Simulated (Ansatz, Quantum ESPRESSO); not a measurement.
# bismuthene, 2 layers, AB stacking: the dipole at a withheld member of a series

Method. Quantum ESPRESSO 7.5, PBE, GBRV ultrasoft. Cell and atoms are relaxed without a field with a D3(BJ) correction and then held. Sawtooth field with dipole correction, 17 Å of vacuum in the starting cell, Fermi-Dirac smearing of 0.002 Ry; bands along a path at each field. The series steps the field along the normal.

```tsv
field along the normal	dipole (e Å)
0 V/Å	−0.000
0.05 V/Å	0.041
0.1 V/Å	0.083
0.2 V/Å	0.165
0.3 V/Å	0.248
```

One more run was made and is withheld. What is the dipole at 0.4 V/Å?

By hand: The rows at 0.2 V/Å and 0.3 V/Å give a slope of (0.248 − (0.165))/(0.3 − (0.2)) = 0.83, so a straight line gives 0.331 e Å. A parabola through these and the row at 0.1 V/Å gives 0.332 e Å.

**The withheld run.** 0.331 e Å. The line misses by 0.000 and the parabola by +0.001 e Å. Both misses are under 5 % of the step from the nearer row.

Caveats: Ions are held; semilocal gaps are too small; in strong fields empty levels can belong to the vacuum; one stacking. Members without a usable value, or on the other side of zero field or charge, are not listed.

[Logs are printed without paths, hosts, clocks, repeated set-up lines and the standing remarks that a program may print on its own settings, such as how far it seeks lower states.]
